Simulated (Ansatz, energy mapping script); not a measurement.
# Spin model of FeClO monolayer from collinear orders (strain in the xy plane -4 %)

Aim: the exchange couplings of FeClO monolayer from the energies of a few collinear orders, and the ordering temperature that they give.

Calculated with Ansatz 0.2.0; PBEsol with U = 3.15 eV on Fe d, ortho-atomic projectors; plane waves, U on orthogonalised atomic orbitals unless named otherwise, collinear spin, no spin–orbit coupling.

Most raw output is cut from this account.

In doubt: warnings of the run leave room for a lower electronic state (step 2), so energies may not be the lowest and differences between runs may mislead.

## 1. The starting structure

The cell holds 6 atoms: 2 Fe, 2 Cl and 2 O. Its edges and angles: a = 3.168 Å, b = 3.600 Å, c = 19.666 Å, α = 90.0°, β = 90.0°, γ = 90.0°. It derives from FeClO. one layer cut from the bulk crystal, unrelaxed, 15 A of vacuum. Vacuum lies along c.

This cell differs from the given one by: strain in the xy plane -4 %. Atoms follow the cell and are not relaxed.

A Hubbard U penalises fractional filling of the shell. It raises the cost of virtual hops to the neighbours, so couplings that rest on such hops usually weaken.

## 2. A run to fix the orbital filling

A corrected shell can settle in several orbital fillings. One parallel run, with an occupation width a fifth wider than the orders use, therefore is to supply the occupation matrices. All orders start from them.

Input file input.yaml:

```yaml
crystal:
  lattice:
    - [3.168, 0.0, 0.0]
    - [0.0, 3.6, 0.0]
    - [0.0, 0.0, 19.6665]
  atoms:
    - { symbol: Fe, position: [0.0, 0.5, 0.537732], spin: 4.0 }
    - { symbol: Fe, position: [0.5, 0.0, 0.462268], spin: 4.0 }
    - { symbol: Cl, position: [0.5, 0.5, 0.618641] }
    - { symbol: O, position: [0.5, 0.5, 0.467714] }
    - { symbol: O, position: [0.0, 0.0, 0.532286] }
    - { symbol: Cl, position: [0.0, 0.0, 0.381359] }
magnetization:
  spin_polarized: true
kpoints:
  mp_grid: { grid: [8, 7, 1] }
hamiltonian:
  xc: pbesol
  hubbard:
    sites: [{ species: Fe, l: d, u_eff: 3.15 }]
    projectors: ortho-atomic
scf:
  occupations: { method: fermi_dirac, width: 0.036 }
output:
  eigenvalues: true
```

On the command line:

```
$ ansatz run input.yaml --threads 4 --pin off --max-ram 8192MiB --backend cpu --events-out ev --progress --plain --runs-dir out
```

Wall time 43 s (4 threads of Arm Neoverse V2, shared host); peak memory 1.3 GiB.

Read from the output:

```
final state                       : ferromagnetic
electrons in the corrected shells : 6.223, 6.223 e
largest moment                    : 3.244 μB
```

## 3. Run 1 (parallel; cell A, 6 atoms)

The parallel order is the zero of energy for this cell and mesh.

input.yaml, the sections that differ from step 2:

```yaml
hamiltonian:
  xc: pbesol
  hubbard:
    sites:
      - { species: Fe, l: d, u_eff: 3.15 }
      - { site: 0, l: d, u_eff: 3.15, starting_ns: [{ spin: up, occupation_matrix: fe1_major }, { spin: down, occupation_matrix: fe1_minor }] }
      - { site: 1, l: d, u_eff: 3.15, starting_ns: [{ spin: up, occupation_matrix: fe2_major }, { spin: down, occupation_matrix: fe2_minor }] }
    projectors: ortho-atomic
    occupation_matrices:
      fe1_major:
        matrix:
          - [0.973, 0.0, 0.0, -0.048, 0.0]
          - [0.0, 0.995, 0.0, 0.0, 0.0]
          - [0.0, 0.0, 0.997, 0.0, 0.0]
          - [-0.048, 0.0, 0.0, 0.904, 0.0]
          - [0.0, 0.0, 0.0, 0.0, 0.998]
      fe1_minor:
        matrix:
          - [0.139, 0.0, 0.0, 0.105, 0.0]
          - [0.0, 0.31, 0.0, 0.0, 0.0]
          - [0.0, 0.0, 0.229, 0.0, 0.0]
          - [0.105, 0.0, 0.0, 0.265, 0.0]
          - [0.0, 0.0, 0.0, 0.0, 0.413]
      fe2_major:
        matrix:
          - [0.973, 0.0, 0.0, -0.048, 0.0]
          - [0.0, 0.995, 0.0, 0.0, 0.0]
          - [0.0, 0.0, 0.997, 0.0, 0.0]
          - [-0.048, 0.0, 0.0, 0.904, 0.0]
          - [0.0, 0.0, 0.0, 0.0, 0.998]
      fe2_minor:
        matrix:
          - [0.139, 0.0, 0.0, 0.105, 0.0]
          - [0.0, 0.31, 0.0, 0.0, 0.0]
          - [0.0, 0.0, 0.229, 0.0, 0.0]
          - [0.105, 0.0, 0.0, 0.265, 0.0]
          - [0.0, 0.0, 0.0, 0.0, 0.413]
scf:
  occupations: { method: fermi_dirac, width: 0.03 }
# crystal, magnetization, kpoints, output: as in step 2
```

Elapsed: 7.7 s, on 4 threads; peak memory 0.84 GiB; 29 s of CPU time.

Spin moment in the sphere by atom:

| atom | spin moment in the sphere (μB) |
| --- | --- |
| Fe1 | 3.24 |
| Fe2 | 3.24 |
| Cl3 | 0.19 |
| O4 | 0.26 |
| O5 | 0.26 |
| Cl6 | 0.19 |

The run ends ferromagnetic.

## 4. Order 2: compensated +−, cell A of 6 atoms

This order reverses 4 of the 4 neighbours at 2.82 Å, 0 of the 2 neighbours at 3.17 Å and 0 of the 2 neighbours at 3.60 Å, counted for an average magnetic atom.

input.yaml, as its differences from that of step 3:

```diff
@@ -7,3 +7,3 @@
     - { symbol: Fe, position: [0.0, 0.5, 0.537732], spin: 4.0 }
-    - { symbol: Fe, position: [0.5, 0.0, 0.462268], spin: 4.0 }
+    - { symbol: Fe, position: [0.5, 0.0, 0.462268], spin: -4.0 }
     - { symbol: Cl, position: [0.5, 0.5, 0.618641] }
@@ -22,3 +22,3 @@
       - { site: 0, l: d, u_eff: 3.15, starting_ns: [{ spin: up, occupation_matrix: fe1_major }, { spin: down, occupation_matrix: fe1_minor }] }
-      - { site: 1, l: d, u_eff: 3.15, starting_ns: [{ spin: up, occupation_matrix: fe2_major }, { spin: down, occupation_matrix: fe2_minor }] }
+      - { site: 1, l: d, u_eff: 3.15, starting_ns: [{ spin: up, occupation_matrix: fe2_minor }, { spin: down, occupation_matrix: fe2_major }] }
     projectors: ortho-atomic
```

Run time: 54 s. Hardware: 4 threads; peak memory 1.1 GiB.

Spin moment in the sphere by atom:

| atom | spin moment in the sphere (μB) |
| --- | --- |
| Fe1 | 2.91 |
| Fe2 | -2.91 |
| Cl3 | 0.13 |
| O4 | -0.03 |
| O5 | 0.03 |
| Cl6 | -0.13 |

The run ends antiferromagnetic, 28.06 meV a magnetic atom below the parallel order of its cell, a difference that unlike orbital or electronic states can set, not exchange alone (energies taken at zero occupation width, not the printed F).

## 5. Run 3 (parallel; cell B, 12 atoms)

A new cell needs its own zero of energy.

input.yaml, as its differences from that of step 4:

```diff
@@ -2,12 +2,18 @@
   lattice:
-    - [3.168, 0.0, 0.0]
-    - [0.0, 3.6, 0.0]
+    - [3.168, 3.6, 0.0]
+    - [0.0, 7.2, 0.0]
     - [0.0, 0.0, 19.6665]
   atoms:
-    - { symbol: Fe, position: [0.0, 0.5, 0.537732], spin: 4.0 }
-    - { symbol: Fe, position: [0.5, 0.0, 0.462268], spin: -4.0 }
+    - { symbol: Fe, position: [0.0, 0.25, 0.537732], spin: 4.0 }
+    - { symbol: Fe, position: [0.0, 0.75, 0.537732], spin: 4.0 }
+    - { symbol: Fe, position: [0.5, 0.75, 0.462268], spin: 4.0 }
+    - { symbol: Fe, position: [0.5, 0.25, 0.462268], spin: 4.0 }
+    - { symbol: Cl, position: [0.5, 0.0, 0.618641] }
     - { symbol: Cl, position: [0.5, 0.5, 0.618641] }
+    - { symbol: O, position: [0.5, 0.0, 0.467714] }
     - { symbol: O, position: [0.5, 0.5, 0.467714] }
     - { symbol: O, position: [0.0, 0.0, 0.532286] }
+    - { symbol: O, position: [0.0, 0.5, 0.532286] }
     - { symbol: Cl, position: [0.0, 0.0, 0.381359] }
+    - { symbol: Cl, position: [0.0, 0.5, 0.381359] }
 magnetization:
@@ -15,3 +21,3 @@
 kpoints:
-  mp_grid: { grid: [8, 7, 1] }
+  mp_grid: { grid: [10, 5, 1] }
 hamiltonian:
@@ -22,3 +28,5 @@
       - { site: 0, l: d, u_eff: 3.15, starting_ns: [{ spin: up, occupation_matrix: fe1_major }, { spin: down, occupation_matrix: fe1_minor }] }
-      - { site: 1, l: d, u_eff: 3.15, starting_ns: [{ spin: up, occupation_matrix: fe2_minor }, { spin: down, occupation_matrix: fe2_major }] }
+      - { site: 1, l: d, u_eff: 3.15, starting_ns: [{ spin: up, occupation_matrix: fe1_major }, { spin: down, occupation_matrix: fe1_minor }] }
+      - { site: 2, l: d, u_eff: 3.15, starting_ns: [{ spin: up, occupation_matrix: fe2_major }, { spin: down, occupation_matrix: fe2_minor }] }
+      - { site: 3, l: d, u_eff: 3.15, starting_ns: [{ spin: up, occupation_matrix: fe2_major }, { spin: down, occupation_matrix: fe2_minor }] }
     projectors: ortho-atomic
```

Elapsed: 30 s, on 4 threads; peak memory 2 GiB; 1.9 min of CPU time.

The run ends ferromagnetic. For each magnetic atom its energy differs from the parallel run of the first cell by 3.95 meV, an error that one common reference would have brought in.

## 6. Order 4: compensated +−+−, cell B of 12 atoms

This order reverses 2 of the 4 neighbours at 2.82 Å, 2 of the 2 neighbours at 3.17 Å and 2 of the 2 neighbours at 3.60 Å, counted for an average magnetic atom.

input.yaml, as its differences from that of step 5:

```diff
@@ -7,5 +7,5 @@
     - { symbol: Fe, position: [0.0, 0.25, 0.537732], spin: 4.0 }
-    - { symbol: Fe, position: [0.0, 0.75, 0.537732], spin: 4.0 }
+    - { symbol: Fe, position: [0.0, 0.75, 0.537732], spin: -4.0 }
     - { symbol: Fe, position: [0.5, 0.75, 0.462268], spin: 4.0 }
-    - { symbol: Fe, position: [0.5, 0.25, 0.462268], spin: 4.0 }
+    - { symbol: Fe, position: [0.5, 0.25, 0.462268], spin: -4.0 }
     - { symbol: Cl, position: [0.5, 0.0, 0.618641] }
@@ -28,5 +28,5 @@
       - { site: 0, l: d, u_eff: 3.15, starting_ns: [{ spin: up, occupation_matrix: fe1_major }, { spin: down, occupation_matrix: fe1_minor }] }
-      - { site: 1, l: d, u_eff: 3.15, starting_ns: [{ spin: up, occupation_matrix: fe1_major }, { spin: down, occupation_matrix: fe1_minor }] }
+      - { site: 1, l: d, u_eff: 3.15, starting_ns: [{ spin: up, occupation_matrix: fe1_minor }, { spin: down, occupation_matrix: fe1_major }] }
       - { site: 2, l: d, u_eff: 3.15, starting_ns: [{ spin: up, occupation_matrix: fe2_major }, { spin: down, occupation_matrix: fe2_minor }] }
-      - { site: 3, l: d, u_eff: 3.15, starting_ns: [{ spin: up, occupation_matrix: fe2_major }, { spin: down, occupation_matrix: fe2_minor }] }
+      - { site: 3, l: d, u_eff: 3.15, starting_ns: [{ spin: up, occupation_matrix: fe2_minor }, { spin: down, occupation_matrix: fe2_major }] }
     projectors: ortho-atomic
```

The job ended after 21 s (4 threads; peak memory 2.2 GiB; 83 s of CPU time).

The run ends antiferromagnetic, 194.41 meV a magnetic atom below the parallel order of its cell, a difference that unlike orbital or electronic states can set, not exchange alone.

## 7. Uncompensated +++− start in cell B (12 atoms)

This order reverses 2 of the 4 neighbours at 2.82 Å, 1 of the 2 neighbours at 3.17 Å and 1 of the 2 neighbours at 3.60 Å, counted for an average magnetic atom.

input.yaml, as its differences from that of step 6:

```diff
@@ -7,3 +7,3 @@
     - { symbol: Fe, position: [0.0, 0.25, 0.537732], spin: 4.0 }
-    - { symbol: Fe, position: [0.0, 0.75, 0.537732], spin: -4.0 }
+    - { symbol: Fe, position: [0.0, 0.75, 0.537732], spin: 4.0 }
     - { symbol: Fe, position: [0.5, 0.75, 0.462268], spin: 4.0 }
@@ -28,3 +28,3 @@
       - { site: 0, l: d, u_eff: 3.15, starting_ns: [{ spin: up, occupation_matrix: fe1_major }, { spin: down, occupation_matrix: fe1_minor }] }
-      - { site: 1, l: d, u_eff: 3.15, starting_ns: [{ spin: up, occupation_matrix: fe1_minor }, { spin: down, occupation_matrix: fe1_major }] }
+      - { site: 1, l: d, u_eff: 3.15, starting_ns: [{ spin: up, occupation_matrix: fe1_major }, { spin: down, occupation_matrix: fe1_minor }] }
       - { site: 2, l: d, u_eff: 3.15, starting_ns: [{ spin: up, occupation_matrix: fe2_major }, { spin: down, occupation_matrix: fe2_minor }] }
```

Wall time 6 min (4 threads); peak memory 3.1 GiB; 23 min of CPU time.

The run ends ferrimagnetic, 107.16 meV a magnetic atom below the parallel order of its cell, a difference that unlike orbital or electronic states can set, not exchange alone.

## 8. Parallel start in cell C (12 atoms)

This run holds the same structure in another cell (a 4.795 → 6.336 Å, b 7.200 → 3.600 Å, γ 41.3 → 90.0°).

input.yaml, as its differences from that of step 7:

```diff
@@ -2,18 +2,18 @@
   lattice:
-    - [3.168, 3.6, 0.0]
-    - [0.0, 7.2, 0.0]
+    - [6.336, 0.0, 0.0]
+    - [0.0, 3.6, 0.0]
     - [0.0, 0.0, 19.6665]
   atoms:
-    - { symbol: Fe, position: [0.0, 0.25, 0.537732], spin: 4.0 }
-    - { symbol: Fe, position: [0.0, 0.75, 0.537732], spin: 4.0 }
-    - { symbol: Fe, position: [0.5, 0.75, 0.462268], spin: 4.0 }
-    - { symbol: Fe, position: [0.5, 0.25, 0.462268], spin: -4.0 }
-    - { symbol: Cl, position: [0.5, 0.0, 0.618641] }
-    - { symbol: Cl, position: [0.5, 0.5, 0.618641] }
-    - { symbol: O, position: [0.5, 0.0, 0.467714] }
-    - { symbol: O, position: [0.5, 0.5, 0.467714] }
+    - { symbol: Fe, position: [0.0, 0.5, 0.537732], spin: 4.0 }
+    - { symbol: Fe, position: [0.5, 0.5, 0.537732], spin: 4.0 }
+    - { symbol: Fe, position: [0.25, 0.0, 0.462268], spin: 4.0 }
+    - { symbol: Fe, position: [0.75, 0.0, 0.462268], spin: 4.0 }
+    - { symbol: Cl, position: [0.25, 0.5, 0.618641] }
+    - { symbol: Cl, position: [0.75, 0.5, 0.618641] }
+    - { symbol: O, position: [0.25, 0.5, 0.467714] }
+    - { symbol: O, position: [0.75, 0.5, 0.467714] }
     - { symbol: O, position: [0.0, 0.0, 0.532286] }
-    - { symbol: O, position: [0.0, 0.5, 0.532286] }
+    - { symbol: O, position: [0.5, 0.0, 0.532286] }
     - { symbol: Cl, position: [0.0, 0.0, 0.381359] }
-    - { symbol: Cl, position: [0.0, 0.5, 0.381359] }
+    - { symbol: Cl, position: [0.5, 0.0, 0.381359] }
 magnetization:
@@ -21,3 +21,3 @@
 kpoints:
-  mp_grid: { grid: [10, 5, 1] }
+  mp_grid: { grid: [4, 7, 1] }
 hamiltonian:
@@ -30,3 +30,3 @@
       - { site: 2, l: d, u_eff: 3.15, starting_ns: [{ spin: up, occupation_matrix: fe2_major }, { spin: down, occupation_matrix: fe2_minor }] }
-      - { site: 3, l: d, u_eff: 3.15, starting_ns: [{ spin: up, occupation_matrix: fe2_minor }, { spin: down, occupation_matrix: fe2_major }] }
+      - { site: 3, l: d, u_eff: 3.15, starting_ns: [{ spin: up, occupation_matrix: fe2_major }, { spin: down, occupation_matrix: fe2_minor }] }
     projectors: ortho-atomic
```

It took 20 s on 4 threads; peak memory 1.6 GiB; 78 s of CPU time.

The run ends ferromagnetic. For each magnetic atom its energy differs from the parallel run of the first cell by 0.00 meV, an error that one common reference would have brought in.

## 9. Run 7 (compensated +−+−; cell C, 12 atoms)

This order reverses 2 of the 4 neighbours at 2.82 Å, 2 of the 2 neighbours at 3.17 Å and 0 of the 2 neighbours at 3.60 Å, counted for an average magnetic atom.

input.yaml, as its differences from that of step 8:

```diff
@@ -7,5 +7,5 @@
     - { symbol: Fe, position: [0.0, 0.5, 0.537732], spin: 4.0 }
-    - { symbol: Fe, position: [0.5, 0.5, 0.537732], spin: 4.0 }
+    - { symbol: Fe, position: [0.5, 0.5, 0.537732], spin: -4.0 }
     - { symbol: Fe, position: [0.25, 0.0, 0.462268], spin: 4.0 }
-    - { symbol: Fe, position: [0.75, 0.0, 0.462268], spin: 4.0 }
+    - { symbol: Fe, position: [0.75, 0.0, 0.462268], spin: -4.0 }
     - { symbol: Cl, position: [0.25, 0.5, 0.618641] }
@@ -28,5 +28,5 @@
       - { site: 0, l: d, u_eff: 3.15, starting_ns: [{ spin: up, occupation_matrix: fe1_major }, { spin: down, occupation_matrix: fe1_minor }] }
-      - { site: 1, l: d, u_eff: 3.15, starting_ns: [{ spin: up, occupation_matrix: fe1_major }, { spin: down, occupation_matrix: fe1_minor }] }
+      - { site: 1, l: d, u_eff: 3.15, starting_ns: [{ spin: up, occupation_matrix: fe1_minor }, { spin: down, occupation_matrix: fe1_major }] }
       - { site: 2, l: d, u_eff: 3.15, starting_ns: [{ spin: up, occupation_matrix: fe2_major }, { spin: down, occupation_matrix: fe2_minor }] }
-      - { site: 3, l: d, u_eff: 3.15, starting_ns: [{ spin: up, occupation_matrix: fe2_major }, { spin: down, occupation_matrix: fe2_minor }] }
+      - { site: 3, l: d, u_eff: 3.15, starting_ns: [{ spin: up, occupation_matrix: fe2_minor }, { spin: down, occupation_matrix: fe2_major }] }
     projectors: ortho-atomic
```

Run time: 22 s. Hardware: 4 threads; peak memory 1.6 GiB; 84 s of CPU time.

The run ends antiferromagnetic, 43.63 meV a magnetic atom below the parallel order of its cell, a difference that unlike orbital or electronic states can set, not exchange alone (energies taken at zero occupation width, not the printed F).

## 10. Run 8 (uncompensated +++−; cell C, 12 atoms)

This order reverses 2 of the 4 neighbours at 2.82 Å, 1 of the 2 neighbours at 3.17 Å and 0 of the 2 neighbours at 3.60 Å, counted for an average magnetic atom.

input.yaml, as its differences from that of step 9:

```diff
@@ -7,3 +7,3 @@
     - { symbol: Fe, position: [0.0, 0.5, 0.537732], spin: 4.0 }
-    - { symbol: Fe, position: [0.5, 0.5, 0.537732], spin: -4.0 }
+    - { symbol: Fe, position: [0.5, 0.5, 0.537732], spin: 4.0 }
     - { symbol: Fe, position: [0.25, 0.0, 0.462268], spin: 4.0 }
@@ -28,3 +28,3 @@
       - { site: 0, l: d, u_eff: 3.15, starting_ns: [{ spin: up, occupation_matrix: fe1_major }, { spin: down, occupation_matrix: fe1_minor }] }
-      - { site: 1, l: d, u_eff: 3.15, starting_ns: [{ spin: up, occupation_matrix: fe1_minor }, { spin: down, occupation_matrix: fe1_major }] }
+      - { site: 1, l: d, u_eff: 3.15, starting_ns: [{ spin: up, occupation_matrix: fe1_major }, { spin: down, occupation_matrix: fe1_minor }] }
       - { site: 2, l: d, u_eff: 3.15, starting_ns: [{ spin: up, occupation_matrix: fe2_major }, { spin: down, occupation_matrix: fe2_minor }] }
```

The job ended after 74 s (4 threads; peak memory 1.5 GiB; 4.8 min of CPU time).

The run ends ferrimagnetic, 27.84 meV a magnetic atom below the parallel order of its cell, a difference that unlike orbital or electronic states can set, not exchange alone (energies taken at zero occupation width, not the printed F).

## 11. The fit

Each energy difference is a sum of couplings weighted by the pairs that the order reverses. A few near shells are fitted to the differences by least squares. Energies are those extrapolated to zero occupation width, not the free energies F.

Energies from the parallel order of the same cell:

| order | atoms | energy (meV a magnetic atom) | moments (μB) | moments kept as typed | opposed neighbours at 2.82, 3.17, 3.60 Å |
| --- | --- | --- | --- | --- | --- |
| parallel in cell A | 6 | 0.00 | 3.24 | yes | 0, 0, 0 |
| compensated +− in cell A | 6 | -28.06 | 2.91 | yes | 4, 0, 0 |
| parallel in cell B | 12 | 0.00 | 3.23 | yes | 0, 0, 0 |
| compensated +−+− in cell B | 12 | -194.41 | 3.46 | yes | 2, 2, 2 |
| uncompensated +++− in cell B | 12 | -107.16 | 3.06 to 3.48 | yes | 2, 1, 1 |
| parallel in cell C | 12 | 0.00 | 3.24 | yes | 0, 0, 0 |
| compensated +−+− in cell C | 12 | -43.63 | 3.31 | yes | 2, 2, 0 |
| uncompensated +++− in cell C | 12 | -27.84 | 3.23 to 3.39 | yes | 2, 1, 0 |

The Heisenberg fit (each pair counts twice, positive J is ferromagnetic):

| pair | distance (Å) | neighbours | J (meV) |
| --- | --- | --- | --- |
| Fe–Fe | 2.82 | 4 | -3.55 |
| Fe–Fe | 3.17 | 2 | -7.25 |
| Fe–Fe | 3.60 | 2 | -38.1 |

## 12. What came out

```yaml
couplings: not to be trusted
```

What this shows: Between the runs the occupations of the corrected shell change by more than 0.2 electrons in one orbital, or the parallel runs differ in their moments. Whether a run was caught in another orbital state or the shell answers to the reversal itself, the energy differences hold more than the exchange of fixed moments, so a Heisenberg reading is in doubt.

[Logs and program files are shortened in this print: banners, set-up blocks, solver, clock and traceback lines can be left out without a mark of their own.]

[Logs are printed without paths, hosts, clocks, repeated set-up lines and the standing remarks that a program may print on its own settings, such as how far it seeks lower states.]

[Hosts, paths, dates, database ids (printed as entryN), source tags and the programs' standing remarks are cut or masked in the printed files.]

[Where a cell is said to come from a database of computed structures, the database is the Materials Project.]
